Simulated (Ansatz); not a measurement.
**CsSnI3 (P4/mbm): band gap by G0W0 on LDA**

Wanted: the gap of CsSnI3 (P4/mbm) with a many-body correction, and the time that it takes.

Main program and level: Ansatz 0.2.0; LDA, then G0W0 on it, plane waves, PAW.

Report form: the programs' logs are mostly left out.

In doubt: the program warns that the response may not be converged on this k-mesh (in some of the runs), which bears on dielectric and field responses; masses and optical values from hybrid runs of this build are listed as unsure (in some of the runs), which bears on the screening that GW takes from such a start.

## (1) The structure

It takes space group P4/mbm (No. 127, tetragonal). Conventional cell: a = 8.718 Å, b = 8.718 Å, c = 6.191 Å, α = 90.00°, β = 90.00°, γ = 90.00°. Cs has 12 I at 4.15 to 4.60 Å nearest. Nearest to Sn lie 6 I at 3.10 Å. Nearest to I lie 2 Sn at 3.10 Å and 4 Cs at 4.36 Å. Nearest to I lie 2 Sn at 3.10 Å and 4 Cs at 4.15 to 4.60 Å. Farther neighbours and most contacts between anions are not listed.

The cell and positions come from the Crystallography Open Database and are kept as given unless a step says otherwise. Spin-orbit coupling is left out unless a step names it. The default PAW set here is soft_2. Its files were made with PBE.

## (2) Bands along the symmetry lines

Levels along a band path and on the mesh show where this functional puts the band edges.

This step: DFT, LDA, plane waves, PAW.

input.yaml

```yaml
crystal:
  lattice:
    - [8.7182, 0.0, 0.0]
    - [0.0, 8.7182, 0.0]
    - [0.0, 0.0, 6.1908]
  atoms:
    - { symbol: Cs, position: [0.5, 0.0, 0.0] }
    - { symbol: Cs, position: [0.0, 0.5, 0.0] }
    - { symbol: Sn, position: [0.0, 0.0, 0.5] }
    - { symbol: Sn, position: [0.5, 0.5, 0.5] }
    - { symbol: I, position: [0.0, 0.0, 0.0] }
    - { symbol: I, position: [0.5, 0.5, 0.0] }
    - { symbol: I, position: [0.7763, 0.2763, 0.5] }
    - { symbol: I, position: [0.7237, 0.7763, 0.5] }
    - { symbol: I, position: [0.2237, 0.7237, 0.5] }
    - { symbol: I, position: [0.2763, 0.2237, 0.5] }
kpoints:
  mp_grid: { grid: [4, 4, 4] }
  band_path:
    path:
      - [[0.0, 0.0, 0.0], [0.0, 0.5, 0.0], [0.5, 0.5, 0.0], [0.0, 0.0, 0.0], [0.0, 0.0, 0.5], [0.0, 0.5, 0.5], [0.5, 0.5, 0.5], [0.0, 0.0, 0.5]]
      - [[0.0, 0.5, 0.0], [0.0, 0.5, 0.5]]
      - [[0.5, 0.5, 0.0], [0.5, 0.5, 0.5]]
    npoints: 10
hamiltonian:
  xc: lda
scf:
  occupations: { method: fermi_dirac, width: 0.02 }
  n_extra_bands: 7
output:
  eigenvalues: true
  forces: true
  stress: true
  write_density: true
  write_potential: true
  elf: true
  volumetric_format: npy
```

Command:

```console
$ ansatz run input.yaml --threads 3 --pin off --max-ram 92160MiB --backend cuda --events-out ev --progress --plain --runs-dir out --devices 1 --max-vram 13GiB
```

Elapsed: 19 s, on 1 × NVIDIA H100 80GB HBM3 (shared by 6 runs) with 3 threads of AMD EPYC 7R13 (Zen 3), shared host; peak memory 1.3 GiB.

This step gave:

```
pressure             : -1.258 GPa
filled bands         : 74
gap                  : 0.2979 eV
valence top at       : Z
conduction bottom at : Z
least direct gap     : 0.2979 eV
```

Over mesh and path the gap is 0.298 eV, direct, at k = (0.000, 0.000, 0.500).

The electronic bands at the labelled points (eV, zero at the top of the highest nominally filled band):

```
    point  band 71  band 72  band 73  band 74  band 75  band 76  band 77  band 78
        Γ    -2.08    -2.08    -1.71    -0.77     0.80     0.80     2.02     2.98
  halfway    -2.16    -2.07    -1.80    -1.38     1.37     1.56     2.34     3.18
        X    -2.09    -2.09    -1.91    -1.91     2.57     2.57     2.78     2.78
  halfway    -2.18    -2.18    -1.81    -1.81     1.65     1.65     3.30     3.30
        M    -2.22    -2.22    -1.56    -1.56     1.11     1.11     3.67     3.67
  halfway    -2.16    -2.16    -1.91    -1.38     0.97     2.58     2.64     2.84
        Γ    -2.08    -2.08    -1.71    -0.77     0.80     0.80     2.02     2.98
  halfway    -2.00    -2.00    -1.67    -0.67     0.60     0.60     2.36     2.63
        Z    -1.65    -1.65    -1.43     0.00     0.30     0.34     0.34     1.07
  halfway    -1.80    -1.71    -1.39    -0.76     0.46     1.00     1.01     1.35
        R    -1.88    -1.88    -1.23    -1.23     0.77     0.77     2.30     2.30
  halfway    -1.75    -1.75    -1.04    -1.04     0.76     0.76     1.38     1.38
        A    -1.68    -1.68    -0.77    -0.77     0.76     0.76     0.79     0.79
  halfway    -1.96    -1.66    -1.31    -0.65     0.55     0.59     0.94     2.32
        Z    -1.65    -1.65    -1.43     0.00     0.30     0.34     0.34     1.07
jump to X    -2.09    -2.09    -1.91    -1.91     2.57     2.57     2.78     2.78
  halfway    -1.98    -1.98    -1.90    -1.90     2.41     2.41     2.51     2.51
        R    -1.88    -1.88    -1.23    -1.23     0.77     0.77     2.30     2.30
jump to M    -2.22    -2.22    -1.56    -1.56     1.11     1.11     3.67     3.67
  halfway    -1.95    -1.95    -1.39    -1.39     0.97     0.97     2.63     2.63
        A    -1.68    -1.68    -0.77    -0.77     0.76     0.76     0.79     0.79
```

ELF in the ac plane at fractional y = 0.000, with atoms of Cs and Sn and I within 0.2 Å of it. It is the smooth field of the valence electrons, not physical close to the nuclei.

Values, 9 rows by 16 columns, each cell a mean:
```
0.37 0.61 0.75 0.41 0.03 0.46 0.86 0.62 0.47 0.84 0.69 0.10 0.19 0.70 0.69 0.44
0.61 0.59 0.43 0.13 0.01 0.13 0.55 0.80 0.82 0.68 0.27 0.02 0.06 0.32 0.56 0.61
0.33 0.26 0.12 0.04 0.03 0.03 0.04 0.14 0.17 0.07 0.02 0.03 0.03 0.08 0.21 0.32
0.20 0.33 0.25 0.09 0.08 0.08 0.05 0.01 0.01 0.03 0.08 0.08 0.07 0.18 0.33 0.25
0.02 0.27 0.29 0.12 0.10 0.11 0.07 0.02 0.01 0.05 0.10 0.10 0.09 0.22 0.33 0.08
0.28 0.33 0.21 0.07 0.06 0.07 0.03 0.01 0.01 0.02 0.06 0.07 0.06 0.14 0.30 0.30
0.39 0.30 0.14 0.04 0.02 0.02 0.12 0.33 0.37 0.19 0.04 0.02 0.03 0.09 0.25 0.38
0.60 0.66 0.58 0.21 0.02 0.23 0.71 0.85 0.85 0.80 0.42 0.04 0.09 0.46 0.66 0.62
0.34 0.58 0.76 0.45 0.04 0.51 0.87 0.45 0.26 0.81 0.73 0.12 0.22 0.74 0.67 0.36
```
Columns run along a (8.7 Å), rows up along c (6.2 Å). Atoms in or near the plane, at fractional coordinates: Cs at (0.50, 0.00), Sn at (0.00, 0.50), I at (0.00, 0.00).

Valence density in the ac plane at fractional y = 0.000, with atoms of Cs and Sn and I within 0.2 Å of it. It is the smooth field of the valence electrons, not physical close to the nuclei.

Ten steps, logarithmic in the rise over the least value, from '0' (0 e/Å³) to '9' (17 e/Å³), each cell a mean:
```
974210001343244200001358
653100001234443100001235
332100000123332000000123
211000000011110000000012
111000000000000000000011
321000000000000000000122
652100000000000000000235
874100000000000000001258
974200000000000000001368
763100000000000000001247
432100000000000000000124
211000000000000000000012
111000000000000000000011
221100000012221000000122
432100000234432100001234
863210001344343200001357
984210001342134210001369
```
Columns run along a (8.7 Å), rows up along c (6.2 Å). Atoms in or near the plane, at fractional coordinates: Cs at (0.50, 0.00), Sn at (0.00, 0.50), I at (0.00, 0.00).

## (3) The quasiparticle correction

G0W0 replaces the xc potential by a self-energy built once from the orbitals of the start. Levels are corrected in the window of bands that the input names, at points of the mesh.

This step: G0W0 on LDA, plane waves, PAW.

input.yaml, the sections that differ from step 2:

```yaml
kpoints:
  mp_grid: { grid: [2, 2, 2] }
scf:
  occupations: { method: fixed }
gw:
  n_empty_bands: 1068
  ecut_chi: 100.0
  qp_bands: [v3, c3]
  qp_kpoints: band_edges
  screening: { model: contour_deformation }
# crystal, hamiltonian: as in step 2
# output: removed
```

Elapsed: 55 s, on 1 × NVIDIA H100 80GB HBM3 (shared by 6 runs) with 3 threads; peak memory 4 GiB; 92 s of CPU time.

This step gave:

- bands summed: 1142
- RPA ε∞ on this mesh (eigenvalues): 213.2, 213.2, 379.2
- plane waves in the screening matrix: 1051
- q-points in the mesh: 8
- G0W0 gap over the corrected points: 0.6847 eV
- k of the valence top: 0, 0, -0.5
- k of the conduction bottom: 0, 0, -0.5
- starting gap on the mesh: 0.2614 eV
- Z at the valence top: 0.7356
- Z at the conduction bottom: 0.7419
- least direct G0W0 gap over the corrected points: 0.6847 eV

Over all 6 irreducible mesh points the G0W0 gap is 0.685 eV, direct, at k = (0.000, 0.000, -0.500). The LDA gap of this run on the mesh is 0.261 eV. Other states bound it: the two that bound the G0W0 gap lie 0.302 eV apart in LDA, so state for state the correction is 0.685 − 0.302 = +0.383 eV, while gap against gap it is 0.685 − 0.261 = +0.424 eV. The start of this run differs from the step before in mesh (4×4×4 and 2×2×2) and occupations.

Labels follow the order of the start: v1 is the top filled band, c1 the lowest empty one; levels that stay degenerate share a row, the window can cut a multiplet, doubted levels are not marked in this list, bands outside the window were not corrected, and the list may be a part of the corrected levels. The levels before and after the correction (eV, zero at the valence-band top of each column):

```
           conduction bottom  valence top
Kohn-Sham               0.26         0.00
     G0W0               0.68         0.00
```

```
                      level  occupation  energy (eV)
Kohn-Sham     (0 0 -0.5) v3           2       -1.592
Kohn-Sham     (0 0 -0.5) v2           2       -1.371
Kohn-Sham     (0 0 -0.5) v1           2        0.000
Kohn-Sham     (0 0 -0.5) c1           0        0.261
Kohn-Sham  (0 0 -0.5) c2-c3           0        0.302
     G0W0     (0 0 -0.5) v3           2       -2.082
     G0W0     (0 0 -0.5) v2           2       -1.656
     G0W0     (0 0 -0.5) v1           2        0.000
     G0W0     (0 0 -0.5) c1           0        0.705
     G0W0  (0 0 -0.5) c2-c3           0        0.685
```

The parts of the quasiparticle energy for the two states that bound the G0W0 gap, in eV on the run's own scale (QP = start + Σx + Σc − Vxc, with Σc at the quasiparticle energy):

```
             edge                       k  band  start       Σx      Σc      Vxc      Z     QP
      valence top  (0.000, 0.000, -0.500)    74  5.047  −16.609   0.436  −16.131  0.736  5.005
conduction bottom  (0.000, 0.000, -0.500)    76  5.350   −8.334  −3.472  −12.147  0.742  5.690
```

## (4) Spin-orbit coupling

This run has two-component orbitals with spin-orbit coupling.

This step: DFT, LDA with spin-orbit coupling, plane waves, PAW.

input.yaml, the sections that differ from step 3:

```yaml
kpoints:
  mp_grid: { grid: [4, 4, 4] }
  band_path:
    path:
      - [0.0, 0.0, 0.0]
      - [0.0, 0.5, 0.0]
      - [0.5, 0.5, 0.0]
      - [0.0, 0.0, 0.5]
      - [0.0, 0.5, 0.5]
      - [0.5, 0.5, 0.5]
    npoints: 1
scf:
  occupations: { method: fermi_dirac, width: 0.02 }
  n_extra_bands: 14
magnetization:
  noncollinear: true
  spin_orbit: true
output:
  eigenvalues: true
  forces: true
  stress: true
# crystal, hamiltonian: as in step 3
# gw: removed
```

The job ended after 14 s (1 × NVIDIA H100 80GB HBM3 (shared by 6 runs) with 3 threads; peak memory 1.4 GiB).

This step gave:

```yaml
pressure: -1.264 GPa
gap: 0.07618 eV
valence_top_at: Z
conduction_bottom_at: Z
least_direct_gap: 0.07618 eV
```

Over mesh and listed points the gap is 0.076 eV, direct, at k = (0.000, 0.000, 0.500). A gap this narrow can be one between bands that have crossed; their order was not checked. It is no wider than five times the smearing of 0.02 eV. LDA+SOC against LDA: 0.076 − 0.298 = −0.222 eV, with the same mesh, set of files (read in its fully relativistic form for the spin-orbit run) and cutoff, and both edges at the same k points. The spin-orbit run sees mesh and listed points alone, so its gap is an upper bound: the coupling can move an edge off these points, and the change over the zone, its sign included where it is small, is not known. The order of the bands was not checked, so with a gap cut this far they may have crossed.

## (5) The runs together

Each gap is the least one over the points named; times are wall times on shared hosts, not benchmarks. A G0W0 time includes the run's own self-consistent start. Runs with listed points see these and the mesh alone, so an edge that moves elsewhere is missed. Rows marked * are further runs, not shown as steps, whose inputs differ from the G0W0 step on the same start in the columns given; solver thresholds can differ too. Rows marked ? have an edge level that the program doubts. Symmetry makes (0.000, 0.000, 0.500) and (0.000, 0.000, -0.500) one point.

```
     level   mesh       files, cutoff     bands summed, screening                         points  gap (eV)             valence top       conduction bottom  least direct gap (eV)  time
       LDA  4×4×4  soft_2 PAW, 420 eV                           -                  mesh and path     0.298   (0.000, 0.000, 0.500)   (0.000, 0.000, 0.500)                  0.298  19 s
   LDA+SOC  4×4×4  soft_2 PAW, 420 eV                           -         mesh and listed points     0.076   (0.000, 0.000, 0.500)   (0.000, 0.000, 0.500)                  0.076  14 s
G0W0@LDA*?  2×2×2  soft_2 PAW, 420 eV                  249, 30 eV  all 6 irreducible mesh points     0.297  (0.000, 0.000, -0.500)  (0.000, 0.000, -0.500)                  0.297  16 s
 G0W0@LDA*  2×2×2  soft_2 PAW, 420 eV                  570, 60 eV  all 6 irreducible mesh points     0.534  (0.000, 0.000, -0.500)  (0.000, 0.000, -0.500)                  0.534  34 s
  G0W0@LDA  2×2×2  soft_2 PAW, 420 eV                1142, 100 eV  all 6 irreducible mesh points     0.685  (0.000, 0.000, -0.500)  (0.000, 0.000, -0.500)                  0.685  55 s
 G0W0@LDA*  2×2×2  soft_2 PAW, 420 eV  1142, 100 eV, plasmon pole  all 6 irreducible mesh points     0.636  (0.000, 0.000, -0.500)  (0.000, 0.000, -0.500)                  0.636  59 s
```

## (6) Results

```json
{
 "LDA gap over mesh and path": "0.298 eV, direct, at k = (0.000, 0.000, 0.500)",
 "G0W0@LDA gap over all 6 irreducible mesh points": "0.685 eV, direct, at k = (0.000, 0.000, -0.500)",
 "LDA+SOC gap over mesh and listed points": "0.076 eV",
 "GW settings": "2×2×2 mesh, 1068 empty bands, screening to 100 eV",
 "known limits": "finite bands, screening cutoff and k mesh; no spin-orbit coupling in G0W0; band order with spin-orbit coupling not checked; large ε∞ on the G0W0 mesh; screening cutoff under 40 eV in some runs"
}
```

What this shows: Over all 6 irreducible mesh points the G0W0 gap is 0.685 eV, direct, at k = (0.000, 0.000, -0.500). The LDA gap of this run on the mesh is 0.261 eV. Other states bound it: the two that bound the G0W0 gap lie 0.302 eV apart in LDA, so state for state the correction is 0.685 − 0.302 = +0.383 eV, while gap against gap it is 0.685 − 0.261 = +0.424 eV. The valence state moves by 5.005 − 5.047 = −0.042 eV and the conduction state by 5.690 − 5.350 = +0.340 eV, on the run's own scale; how far single levels stand from their limit in bands is not shown. Both edges that LDA shows over mesh and path lie at k points where levels were corrected. Levels at other points were not corrected, so a lower G0W0 gap elsewhere in the zone is not ruled out. From 249 bands and 30 eV to 1142 bands and 100 eV the gap moves by 0.685 − 0.297 = +0.388 eV (rung by rung 0.297, 0.534, 0.685 eV); bands and screening cutoff rise together, so their parts are not told apart. The states that bound the gap change along the series, so no limit is drawn and it is not known. With the plasmon pole model in place of the contour deformation model and all else as in the G0W0@LDA row with 1142 bands, the gap differs by 0.636 − 0.685 = −0.049 eV. G0W0 on other starts in this series, not shown as steps and not all at these settings: 0.802 eV on r2SCAN (2×2×2, soft_2 PAW, 1142 bands, 100 eV) and 0.897 eV on HSE06 (2×2×2, soft_2 PAW, 1142 bands, 100 eV). LDA+SOC against LDA: 0.076 − 0.298 = −0.222 eV, with the same mesh, set of files (read in its fully relativistic form for the spin-orbit run) and cutoff, and both edges at the same k points. The spin-orbit run sees mesh and listed points alone, so its gap is an upper bound: the coupling can move an edge off these points, and the change over the zone, its sign included where it is small, is not known. The order of the bands was not checked, so with a gap cut this far they may have crossed. What spin-orbit coupling does to the G0W0 levels was not computed, so no sum with the G0W0 gap is formed. The G0W0 runs are scalar-relativistic. With heavy atoms and a narrow start gap, spin-orbit coupling can change the order of the bands at the edges; the order was not checked, and the scalar-relativistic G0W0 gap may be a model value. The largest eigenvalue of the RPA ε∞ is large: 379 in G0W0@LDA (2×2×2, 1142 bands), 396 in G0W0@LDA (2×2×2, 249 bands), 380 in G0W0@LDA (2×2×2, 570 bands) and 379 in G0W0@LDA (2×2×2, 1142 bands). A perturbation-theory run of this series on LDA, not shown as a step (4×4×4 (response on 640 points) mesh, soft_2 PAW), gives 8.3 and 9.0 (stated error 9.4), so a mesh with so large a value overstates the long-range screening, which bears on the G0W0 gap by an amount not known here. No pair of G0W0 runs that differ in the mesh alone is shown (2×2×2 is a supercell whose nearest images lie 12 Å apart), so the error from the mesh is not known here. G0W0@LDA runs of this series with other atomic data on the same mesh, not shown as steps, give 0.728 eV (hard PAW, 640 eV, 1665 bands, screening to 130 eV); where bands and cutoffs differ too, the part of the files is not isolated. A screening cutoff under 40 eV is crude: G0W0@LDA with 249 bands at 30 eV.

[Paths, hosts, dates, memory and timing lines, banners, echoed tables and standing remarks are left out of the program output.]

[Logs are printed without paths, hosts, clocks, repeated set-up lines and the standing remarks that a program may print on its own settings, such as how far it seeks lower states.]

[Runs of the session that timed out or met a known fault of the program may be left out.]

[Cells called generated may have been cut or substituted from an entry of the Crystallography Open Database or the Materials Project.]

[Hosts, paths, dates, database ids (printed as entryN), source tags and the programs' standing remarks are cut or masked in the printed files.]

[Where an RPA ε∞ is given, it is that of the G0W0 mesh and is not shown converged in it. Names of k-points follow the symmetry that the program found, which can be lower than the space group named. Band edges on a path are those of the sampled points; other points can move an edge, and change direct to indirect where valleys lie close.]

[Hybrid gaps are those of their k-mesh and are not shown converged in it.]
